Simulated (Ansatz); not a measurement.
## What TiZnSe3 (model cell, started as cubic perovskite with Ti in the octahedra) distorts into

Wanted: the energy along a soft mode of TiZnSe3 (model cell, started as cubic perovskite with Ti in the octahedra) and the structure at the end.

Method: DFT PBE, scalar-relativistic, plane waves, PAW; PAW set soft_1, in Ansatz 0.2.0.

The structure was built from a prototype and need not be the compound's stable phase.

## Step 1: Starting point

Symmetry: Pm-3m, No. 221, cubic system. The conventional cell has a = 4.956 Å, b = 4.956 Å, c = 4.956 Å, α = 90.00°, β = 90.00°, γ = 90.00°. Nearest to Zn lie 12 Se at 3.50 Å. Nearest to Ti lie 6 Se at 2.48 Å. Nearest to Se lie 2 Ti at 2.48 Å. Farther neighbours and most contacts between anions are not listed.

## Step 2: Phonons on a q mesh

The cell comes from relaxations at this level that are not shown. Stability and thermal properties need the whole zone. Linear response on a 2×2×2 q mesh gives force constants as far as a supercell of that size would.

input.yaml reads:

```yaml
crystal:
  lattice:
    - [4.9563954824, 0.0, 0.0]
    - [0.0, 4.9563954824, 0.0]
    - [0.0, 0.0, 4.9563954824]
  atoms:
    - { symbol: Zn, position: [0.0, 0.0, 0.0] }
    - { symbol: Ti, position: [0.5, 0.5, 0.5] }
    - { symbol: Se, position: [0.5, 0.5, 0.0] }
    - { symbol: Se, position: [0.5, 0.0, 0.5] }
    - { symbol: Se, position: [0.0, 0.5, 0.5] }
kpoints:
  mp_grid: { grid: [8, 8, 8] }
hamiltonian:
  xc: pbe
  pseudopotentials: { kind: paw, azcp: { folder: soft_1 } }
scf:
  occupations: { method: methfessel_paxton, width: 0.2 }
output:
  eigenvalues: true
phonons:
  method: dfpt
  qmesh: [2, 2, 2]
  temperatures: { t_max: 1000, t_step: 50 }
  qpath:
    path:
      - [[0.0, 0.0, 0.0], [0.0, 0.5, 0.0], [0.5, 0.5, 0.0], [0.0, 0.0, 0.0], [0.5, 0.5, 0.5], [0.0, 0.5, 0.0]]
      - [[0.5, 0.5, 0.5], [0.5, 0.5, 0.0]]
    npoints: 10
```

The run is started by

```sh
$ ansatz run input.yaml --threads 4 --pin off --max-ram 16384MiB --backend cpu --events-out ev --progress --plain --runs-dir out
```

Numbers of over 12 decimals in the logs are rounded to 6 here.

Output:

```text
Engine: ansatz 0.2.0, aarch64-unknown-linux-gnu
Pseudopotentials: kind: paw
Pseudopotential: Zn, paw, valence charge 12, recommended cutoff 420 eV (normal), soft_1/Zn.paw.azcp
Pseudopotential: Ti, paw, valence charge 12, recommended cutoff 420 eV (normal), soft_1/Ti.paw.azcp
Pseudopotential: Se, paw, valence charge 16, recommended cutoff 420 eV (normal), soft_1/Se.paw.azcp
Functional definition: PBE
  parameter kappa = 0.804
  parameter beta = 0.066725
  exchange = pbe_x(kappa = kappa, mu = beta*pi^2/3)
  correlation = pbe_c(beta = beta)
Crystal: 5 atoms, lattice volume = 121.758 Å³
Basis set: ecut = 420 eV, 2373 PW (Γ), exchange–correlation on 72×72×72 points (8 copies of the dense FFT grid, shifted against one another)
Bands: 44, of which v1, the nominal top of the filled ones, is band 36 counted from 1 (35 counted from 0)
Symmetry: 48 space group operations
k-points: 35 of 512
Non-local potential: Zn, projectors of the file, l = 0: 2, l = 1: 2, l = 2: 3, l = 3: 1
Non-local potential: Ti, projectors of the file, l = 0: 3, l = 1: 2, l = 2: 3, l = 3: 1
Non-local potential: Se, projectors of the file, l = 0: 2, l = 1: 2, l = 2: 3, l = 3: 1
PAW form: soft (Blöchl's): semilocal exchange-correlation on the pseudo side does not see the compensation charge
PAW one-centre angular grid: Zn, 590 points (default); XC on 64 Gauss nodes
PAW one-centre angular grid: Ti, 590 points (default); XC on 64 Gauss nodes
PAW one-centre angular grid: Se, 590 points (default); XC on 64 Gauss nodes
Initial density: superposition of atomic densities (chi_scale 0.1, normalization cell, long waves kept (reshape's long-wave potential 0.00 eV rms))
Initial wavefunctions: pseudopotential atomic-orbital guess
Functional: x = pbe(κ = 0.804, μ = 0.219515), c = pbe(β = 0.066725)
SCF iter   1: F=—  HF=-22231.935844 eV  |F-HF|=—  |Δ(HF+E_count)|=         —  Δρ=1.76e-1  dr2=7.24e1  ethr=3.10e-3  ⟨swp⟩=5.9  Hψ=5405  notcnv=0
preconditioner: auto → LDOS  [metal: Δε(μ)=0.051 eV  Ē_g=7.949 eV  σ=0.200 eV  W_gap=0.21  n_scr=26 (ndim 8)  ℏωp=19.6 eV  f_vac=0.011  D(μ)=4.63/eV (n_scr^D=32)  β→1.0]
SCF iter   2: F=—  HF=-22228.384699 eV  |F-HF|=—  |Δ(HF+E_count)|=    3.55e0  S|Δr|=    0.00e0  Δρ=7.20e-2  dr2=4.29e0  ethr=3.10e-3  ⟨swp⟩=3.0  Hψ=3275  notcnv=0  defer=21
SCF iter   3: F=—  HF=-22227.731808 eV  |F-HF|=—  |Δ(HF+E_count)|=   6.53e-1  S|Δr|=    0.00e0  Δρ=4.41e-2  dr2=2.46e0  ethr=3.10e-3  ⟨swp⟩=3.1  Hψ=3023  notcnv=0  defer=67
SCF iter   4: F=—  HF=-22227.177110 eV  |F-HF|=—  |Δ(HF+E_count)|=   5.55e-1  S|Δr|=    0.00e0  Δρ=1.25e-2  dr2=3.16e-1  ethr=3.10e-3  ⟨swp⟩=2.0  Hψ=2517  notcnv=0  defer=73
SCF iter   5: F=—  HF=-22227.141302 eV  |F-HF|=—  |Δ(HF+E_count)|=   3.58e-2  S|Δr|=    0.00e0  Δρ=1.93e-3  dr2=8.38e-3  ethr=4.39e-4  ⟨swp⟩=2.0  Hψ=1979  notcnv=0  defer=67
SCF iter   6: F=—  HF=-22227.140867 eV  |F-HF|=—  |Δ(HF+E_count)|=   4.35e-4  S|Δr|=    0.00e0  Δρ=5.47e-4  dr2=2.49e-4  ethr=1.16e-5  ⟨swp⟩=2.5  Hψ=2453  notcnv=0  defer=67
SCF iter   7: F=—  HF=-22227.140846 eV  |F-HF|=—  |Δ(HF+E_count)|=   2.16e-5  S|Δr|=    0.00e0  Δρ=1.70e-4  dr2=5.70e-5  ethr=3.46e-7  ⟨swp⟩=2.0  Hψ=2698  notcnv=0  defer=67
SCF iter   8: F=—  HF=-22227.140834 eV  |F-HF|=—  |Δ(HF+E_count)|=   1.21e-5  S|Δr|=    0.00e0  Δρ=5.07e-5  dr2=5.28e-6  ethr=7.92e-8  ⟨swp⟩=2.0  Hψ=2695  notcnv=0  defer=67
SCF iter   9: F=—  HF=-22227.140831 eV  |F-HF|=—  |Δ(HF+E_count)|=   2.34e-6  S|Δr|=    0.00e0  Δρ=1.07e-5  dr2=2.89e-7  ethr=7.33e-9  ⟨swp⟩=1.5  Hψ=1502  notcnv=0  defer=67
SCF iter  10: F=—  HF=-22227.140831 eV  |F-HF|=—  |Δ(HF+E_count)|=   1.03e-8  S|Δr|=    0.00e0  Δρ=2.85e-6  dr2=1.40e-8  ethr=4.01e-10  ⟨swp⟩=2.0  Hψ=1736  notcnv=0  defer=67
SCF iter  11: F=—  HF=-22227.140831 eV  |F-HF|=—  |Δ(HF+E_count)|=   2.73e-9  S|Δr|=    0.00e0  Δρ=8.39e-7  dr2=1.22e-9  ethr=1.94e-11  ⟨swp⟩=2.0  Hψ=1949  notcnv=0  defer=67
SCF iter  12: F=—  HF=-22227.140831 eV  |F-HF|=—  |Δ(HF+E_count)|=  1.31e-10  S|Δr|=    0.00e0  Δρ=2.15e-7  dr2=7.71e-11  ethr=1.69e-12  ⟨swp⟩=2.1  Hψ=2095  notcnv=0  defer=67
SCF iter  13: F=-22227.140831 eV  HF=-22227.140831 eV  |F-HF|=0.00e0  |Δ(HF+E_count)|=  3.64e-12  S|Δr|=    0.00e0  Δρ=2.53e-8  dr2=9.39e-13  ethr=1.00e-12  ⟨swp⟩=10.5  Hψ=7377  notcnv=0
SCF 1 converged in 13 iterations: F = -22227.140831 eV  dr2 = 9.39e-13
  greatest PAW one-centre occupation: 1.000 electrons in one spin orbital (limit 2), on the Se atom at site 4 (counted from 0), in its partial waves of l = 2
Initial density: read from a saved state, or passed on in memory by an earlier SCF of this step, an earlier step, the calling program or the single point that the run made first
iter 1 solved again at ethr=8.78e-8 eV; its pass at ethr=3.10e-3 eV (dr2=6.32e-5 eV) is discarded
SCF iter   1: F=—  HF=-22227.140833 eV  |F-HF|=—  |Δ(HF+E_count)|=         —  Δρ=2.98e-7  dr2=1.69e-10  ethr=8.78e-8  ⟨swp⟩=3.0  Hψ=9462  notcnv=0
eigensolver tolerance schedule: the retry pair's looser diagonalisation over-reported the residual by 374626.69 of it (diagonalisation noise at an unbounded share of the residual, at the tolerance the schedule requests for it); recorded, not acted on — ethr = c·dr2/N_el stays at c = 1.0e-1
preconditioner: auto → LDOS  [metal: Δε(μ)=0.066 eV  Ē_g=7.852 eV  σ=0.200 eV  W_gap=0.28  n_scr=26 (ndim 8)  ℏωp=19.6 eV  f_vac=0.022  D(μ)=3.62/eV (n_scr^D=26)  β→1.0]
SCF iter   2: F=—  HF=-22227.140831 eV  |F-HF|=—  |Δ(HF+E_count)|=   1.53e-6  S|Δr|=    0.00e0  Δρ=4.26e-7  dr2=2.15e-10  ethr=1.00e-12  ⟨swp⟩=3.2  Hψ=3933  notcnv=0
SCF iter   3: F=—  HF=-22227.140831 eV  |F-HF|=—  |Δ(HF+E_count)|=  1.38e-10  S|Δr|=    0.00e0  Δρ=1.63e-7  dr2=5.19e-11  ethr=1.00e-12  ⟨swp⟩=3.0  Hψ=2925  notcnv=0
SCF iter   4: F=—  HF=-22227.140831 eV  |F-HF|=—  |Δ(HF+E_count)|=  3.64e-12  S|Δr|=    0.00e0  Δρ=1.35e-7  dr2=2.62e-11  ethr=1.00e-12  ⟨swp⟩=1.0  Hψ=1540  notcnv=0
SCF iter   5: F=-22227.140831 eV  HF=-22227.140831 eV  |F-HF|=1.09e-11  |Δ(HF+E_count)|=  7.28e-12  S|Δr|=    0.00e0  Δρ=7.04e-8  dr2=9.39e-12  ethr=1.00e-12  ⟨swp⟩=2.1  Hψ=3588  notcnv=0
SCF 2 converged in 5 iterations: F = -22227.140831 eV  dr2 = 9.39e-12
  greatest PAW one-centre occupation: 1.000 electrons in one spin orbital (limit 2), on the Se atom at site 2 (counted from 0), in its partial waves of l = 2
phonons: the bands overlap, so this run is a metal and interpolates without the dipole-dipole term. If the crystal is really an insulator or semiconductor, its LO-TO splitting is missing
NSCF: frozen V_eff on 35 k-points
NSCF: frozen V_eff on 125 k-points
DFPT response loops at q = (0, 0, 0) (fractional): preconditioner auto → Kerker (q_TF=auto, 2.500 Å⁻¹) (partly filled bands, converged f_vac=0.022); β = 1.00, the filter's whole step (`scf.mixing.beta` (0.50) is not read by the response loops under this deck's `scf.mixing.preconditioner`; to damp them name `kerker` or `kerker_dos`, under which they read `scf.mixing.beta`, and type it under 1.00, their step now; both keys bind the ground state too); Broyden in place of MSR1
NSCF: frozen V_eff on 250 k-points
DFPT response loops at q = (0, 0, -0.5) (fractional): mixed as the last ones told, above
NSCF: frozen V_eff on 250 k-points
DFPT response loops at q = (0, -0.5, -0.5) (fractional): mixed as the last ones told, above
NSCF: frozen V_eff on 250 k-points
DFPT response loops at q = (-0.5, -0.5, -0.5) (fractional): mixed as the last ones told, above
SCF converged after 13 iterations
Stability not checked: this state was not tested for a lower state beside it, because cold or Methfessel-Paxton smearing, or corrected tetrahedra, fill the levels in a way that the test cannot read (fill_not_monotonic; see scf.lower_state_search)
Free energy (F): -22227.140831 eV
Harris-Foulkes:  -22227.140831 eV  (|F-HF|=0.00e0)
Internal energy: -22227.149335 eV  (E = F + TS)
E sigma→0 (E₀):  -22227.142957 eV
Entropy (-TS):   0.008504 eV (1.701 meV/atom)
Fermi energy:    6.944286 eV
--- Per-component energies (eV) ---
  E_band       = -1409.760446
  E_kinetic    = 754.135551
  E_local      = -11439.684366  (includes V_loc(G=0)·N_el)
  E_nonlocal   = -181.079094
  E_hartree    = 5538.714021
  E_xc         = -446.247862
  E_vxc        = -462.621076  (∫ρ·V_xc dr)
  E_paw        = -9330.036525  (= ΣΔE_a)
  E_vpaw       = -1157.938007  (= ΣTr[D̂ρ^β])
  E_aug_tail   = -0.001493  (compensation charges beyond the density's cutoff)
  E_ewald      = -7122.949566
  E_smearing   = 0.008504  (= −TS)
  E_closure    = -0.000000  (closes the sum)
  Σ components = -22227.140831   (vs F -22227.140831, Δ=0.00e0)
--- Band table (eV; the first three rows and the last of 35) ---
  k-point 0: bands = [... 32 lower, 6.2209, 6.2209, 6.8977, 6.8977, 6.8977, 7.1940, 7.1940, 7.1940, ... 4 higher]
  k-point 1: bands = [... 32 lower, 5.9228, 6.1428, 6.6703, 6.7259, 6.7259, 7.1982, 7.6822, 7.6822, ... 4 higher]
  k-point 2: bands = [... 32 lower, 5.3499, 5.9681, 6.7213, 6.7213, 6.9674, 7.2086, 8.2763, 8.2763, ... 4 higher]
  k-point 34: bands = [... 32 lower, 3.7473, 5.2714, 7.7060, 7.7060, 7.7060, 8.7582, 8.7582, 8.7582, ... 4 higher]
--- Phonons (Γ-DFPT): 4 representative perturbations + reference (Σ response iterations 13) ---
  ASR residual: 2.326e-5 → 0.000e0 eV/Å²; symmetrization residual: 1.623e-5 eV/Å²
  ASR residual per site (eV/Å²): 4.73e-6 1.45e-5 2.33e-5 2.33e-5 2.33e-5
  Γ frequencies (cm⁻¹): -143.82 -143.82 -143.82 -76.84 -76.84 -76.84 -60.41 -60.41 -60.41 0.00 0.00 0.00 194.58 194.58 194.58
--- Phonons (arbitrary-q DFPT): 4 irreducible q on the 2×2×2 mesh ---
  q = [0.0000, 0.0000, 0.0000] (star 1, of the zone-centre solve; hermiticity 4.23e-6, symmetrization 5.53e-12): -143.82 -143.82 -143.82 -76.84 -76.84 -76.84 -60.41 -60.41 -60.41 0.00 0.00 0.00 194.58 194.58 194.58
  q = [0.0000, 0.0000, -0.5000] (star 3, 9 solved perturbations in 975 linear systems a pass and spin channel, the states on 125 of 512 k-point pairs; hermiticity 2.19e-6, symmetrization 5.07e-12): -105.39 -105.39 -84.93 -64.97 -64.97 -57.70 -35.39 -35.39 -14.20 42.49 42.49 204.43 204.43 205.10 213.71
  q = [0.0000, -0.5000, -0.5000] (star 3, 9 solved perturbations in 975 linear systems a pass and spin channel, the states on 125 of 512 k-point pairs; hermiticity 2.32e-6, symmetrization 1.10e-12): -108.05 -80.47 -80.47 -67.48 -47.60 -31.80 -31.80 34.68 34.68 90.97 186.83 196.25 196.25 222.19 232.11
  q = [-0.5000, -0.5000, -0.5000] (star 1, 4 solved perturbations in 350 linear systems a pass and spin channel, the states on 125 of 512 k-point pairs; hermiticity 2.21e-6, symmetrization 2.60e-12): -113.56 -113.56 -113.56 -60.90 -60.90 -60.90 99.21 99.21 99.21 185.48 185.48 185.48 198.39 198.39 251.70
  sum rule: each row above includes the acoustic sum rule's correction from the zone centre's row sums; it moved no ω² by more than (0.29 cm⁻¹)²
  mesh force constants: q→R imaginary residual 3.55e-18; ASR residual 2.326e-5 → 0.000e0 eV/Å²; symmetrization residual 1.243e-14 eV/Å²
  interpolated dispersion: 62 rows × 15 modes
  density of states and harmonic sums: on the 14×14×14 q-mesh, interpolated from the force constants of a 2×2×2 supercell (no non-analytic term)
  largest difference from the sums on the solved wave vectors: F 2.56e-1 eV, S 3.54e-4 and C_V 1.01e-4 eV/K
  zero-point energy: 0.068135 eV/cell   skipped modes (ω ≤ 0): 870, of them read as no rigid motion or as one in doubt: 867 (7.101e0 modes/cell left out, lowest -143.82 cm⁻¹)   left out of the sums: 4.73e-1 of the cell's modes: C_V's classical limit lies that fraction below 3 k_B per atom; for a crystal, a wire or a layer, F and S can be off by more, and a phonons.interpolated_qmesh denser along its periods is the remedy for the sampling
```

Run time: 8.1 min. Hardware: 4 threads of Arm Neoverse V1, shared host; peak memory 1.9 GiB; 32 min of CPU time.

In the SCF lines HF is the Harris–Foulkes energy and dr2 the Hartree energy of the density residual, in eV; the loop may stop once dr2 is under the threshold and the program's other checks hold. Hψ counts applications of the Hamiltonian.

Numbers from this step:

```
volume per atom                                         : 24.35 Å³
gap on the k-mesh                                       : 0 eV
sum-rule residual before enforcement                    : 2.33e-5 eV/Å²
lowest frequency on the path                            : -143.8 cm⁻¹
point group                                             : m-3m
highest frequency on the path or at a solved wavevector : 251.7 cm⁻¹
highest optical mode at the zone centre (no LO-TO term) : 194.6 cm⁻¹
lowest optical zone-centre mode                         : -143.8 cm⁻¹
lowest mode on the q mesh (acoustic modes at Γ apart)   : -143.8 cm⁻¹
```

Frequencies (cm⁻¹) solved at each irreducible wavevector; negative means imaginary. Frequencies by wavevector, by row:

```
q in reciprocal lattice units  star  mode 1  mode 2  mode 3  mode 4  mode 13  mode 14  mode 15
                        0 0 0     1  -143.8  -143.8  -143.8   -76.8    194.6    194.6    194.6
                     0 0 -0.5     3  -105.4  -105.4   -84.9     -65    204.4    205.1    213.7
                  0 -0.5 -0.5     3    -108   -80.5   -80.5   -67.5    196.2    222.2    232.1
               -0.5 -0.5 -0.5     1  -113.6  -113.6  -113.6   -60.9    198.4    198.4    251.7
```

Interpolated from a 2×2×2 q mesh. The phonon branches at the labelled points (cm⁻¹):

```csv
point,branch 1,branch 2,branch 3,branch 4,branch 12,branch 13,branch 14,branch 15
Γ,-144,-144,-144,-77,0,195,195,195
halfway,-124,-124,-81,-78,124,199,199,202
X,-105,-105,-85,-65,204,204,205,214
halfway,-96,-80,-77,-76,196,205,213,223
M,-108,-80,-80,-68,196,196,222,232
halfway,-100,-91,-84,-70,125,198,205,215
Γ,-144,-144,-144,-77,0,195,195,195
halfway,-91,-87,-87,-67,128,205,205,228
R,-114,-114,-114,-61,186,198,198,252
halfway,-99,-90,-86,-72,198,200,212,237
X,-105,-105,-85,-65,204,204,205,214
jump to R,-114,-114,-114,-61,186,198,198,252
halfway,-111,-96,-96,-68,191,193,215,245
M,-108,-80,-80,-68,196,196,222,232
```

Symmetry leaves 4 wavevectors to solve. The lowest mode among them, the acoustic zeros apart, lies at Γ and is imaginary, 143.8i cm⁻¹, so the energy falls along it.

## Step 3: The mode frozen in, largest atomic shift 0 Å

The mode followed lies at Γ with frequency 143.8i cm⁻¹ and is 3-fold degenerate, the softest among the wavevectors solved. At small amplitude the distorted cell has space group no. 38 by a symmetry search on the positions. The undistorted cell that holds it gives the zero of energy on the same k mesh.

input.yaml, the sections that differ from step 2:

```yaml
output:
  forces: true
  stress: true
  eigenvalues: true
# crystal, kpoints, hamiltonian, scf: as in step 2
# phonons: removed
```

Output:

```text
[...]
Crystal: 5 atoms, lattice volume = 121.758 Å³
Basis set: ecut = 420 eV, 2373 PW (Γ), exchange–correlation on 72×72×72 points (8 copies of the dense FFT grid, shifted against one another)
Bands: 44, of which v1, the nominal top of the filled ones, is band 36 counted from 1 (35 counted from 0)
Symmetry: 48 space group operations
[...]
k-points: 35 of 512
[...]
k-point 0: bands = [... 32 lower, 6.2209, 6.2209, 6.8977, 6.8977, 6.8977, 7.1940, 7.1940, 7.1940, ... 4 higher]
  k-point 1: bands = [... 32 lower, 5.9228, 6.1428, 6.6702, 6.7259, 6.7259, 7.1982, 7.6822, 7.6822, ... 4 higher]
  k-point 2: bands = [... 32 lower, 5.3499, 5.9681, 6.7213, 6.7213, 6.9674, 7.2086, 8.2763, 8.2763, ... 4 higher]
  k-point 34: bands = [... 32 lower, 3.7473, 5.2714, 7.7060, 7.7060, 7.7060, 8.7582, 8.7582, 8.7582, ... 4 higher]
[key lines of the parts left out:]
SCF converged after 10 iterations
Free energy (F): -22227.140831 eV
Fermi energy:    6.944285 eV
P = ⅓ Tr σ = -0.0043 GPa (-0.043 kbar)
```

Run time: 4.2 s. Hardware: 4 threads; peak memory 0.54 GiB.

This step gave:

```yaml
pressure: -0.004307 GPa
energy_from_the_undistorted_cell: 0 meV/atom
```

The run ends at a pressure of 0.00 GPa.

## Step 4: The mode frozen in, largest atomic shift 0.22 Å

The atoms are moved along the unstable eigenvector, the largest shift by 0.22 Å, with the cell fixed.

input.yaml, the sections that differ from step 3:

```yaml
crystal:
  lattice:
    - [4.9563954824, 0.0, 0.0]
    - [0.0, 4.9563954824, 0.0]
    - [0.0, 0.0, 4.9563954824]
  atoms:
    - { symbol: Zn, position: [0.0, 0.0075144394, 0.0075144394] }
    - { symbol: Ti, position: [0.5, 0.5313864163, 0.5313864163] }
    - { symbol: Se, position: [0.5, 0.4872765952, 0.0002012431] }
    - { symbol: Se, position: [0.5, 0.0002012431, 0.4872765952] }
    - { symbol: Se, position: [0.0, 0.4872765952, 0.4872765952] }
# kpoints, hamiltonian, scf, output: as in step 3
```

Output:

```text
[...]
Crystal: 5 atoms, lattice volume = 121.758 Å³
Basis set: ecut = 420 eV, 2373 PW (Γ), exchange–correlation on 72×72×72 points (8 copies of the dense FFT grid, shifted against one another)
Bands: 44, of which v1, the nominal top of the filled ones, is band 36 counted from 1 (35 counted from 0)
Symmetry: 4 space group operations
[...]
k-point 0: bands = [... 32 lower, 6.0137, 6.1557, 6.3600, 6.3710, 6.6934, 7.5265, 7.9941, 8.0894, ... 4 higher]
  k-point 1: bands = [... 32 lower, 5.8068, 6.0393, 6.3054, 6.4494, 6.6697, 7.6656, 8.0907, 8.1362, ... 4 higher]
  k-point 2: bands = [... 32 lower, 5.3814, 5.8625, 6.3116, 6.5742, 6.9447, 7.7715, 8.4169, 8.5270, ... 4 higher]
  k-point 104: bands = [... 32 lower, 3.9532, 5.2357, 7.6708, 7.6838, 7.7084, 8.7454, 8.7910, 8.8388, ... 4 higher]
[key lines of the parts left out:]
SCF converged after 10 iterations
Free energy (F): -22227.183541 eV
Fermi energy:    6.953501 eV
P = ⅓ Tr σ = 0.5274 GPa (5.274 kbar)
```

The job ended after 19 s (4 threads; peak memory 0.69 GiB; 74 s of CPU time).

Numbers from this step:

```
pressure                         : 0.5274 GPa
energy from the undistorted cell : -8.646 meV/atom
```

The energy, extrapolated to zero smearing, is -8.65 meV/atom against the undistorted cell.

The run ends at a pressure of 0.53 GPa, with forces up to 0.56 eV/Å.

## Step 5: Energy along the mode, all amplitudes (two of the runs are shown above)

An imaginary frequency means negative curvature, so the energy should fall and then rise again as anharmonic terms take over.

This step gave:

```yaml
depth_at_the_lowest_point_sampled: 8.646 meV/atom
largest_atomic_shift_at_that_point: 0.22 Å
```

Table of energy from the parent by largest atomic shift:

```
largest atomic shift (Å)  energy from the parent (meV/atom)
                   0.000                                  0
                   0.040                             -0.873
                   0.080                              -2.85
                   0.140                              -6.28
                   0.220                              -8.65
                   0.320                             -0.569
                   0.450                               42.0
```

Displacement at unit largest shift by atom:

| atom | x (Å) | y (Å) | z (Å) | size |
| --- | --- | --- | --- | --- |
| Zn1 | 0.000 | 0.169 | 0.169 | 0.239 |
| Ti2 | 0.000 | 0.707 | 0.707 | 1.000 |
| Se3 | 0.000 | -0.287 | 0.005 | 0.287 |
| Se4 | 0.000 | 0.005 | -0.287 | 0.287 |
| Se5 | 0.000 | -0.287 | -0.287 | 0.406 |

The lowest of the steps tried is at 0.22 Å, 8.65 meV/atom below the parent; the bottom of the well need not coincide with a step.

[end of part 1 of 3]

[Logs are printed without paths, hosts, clocks, repeated set-up lines and the standing remarks that a program may print on its own settings, such as how far it seeks lower states.]

[Hosts, paths, dates, database ids (printed as entryN), source tags and the programs' standing remarks are cut or masked in the printed files.]
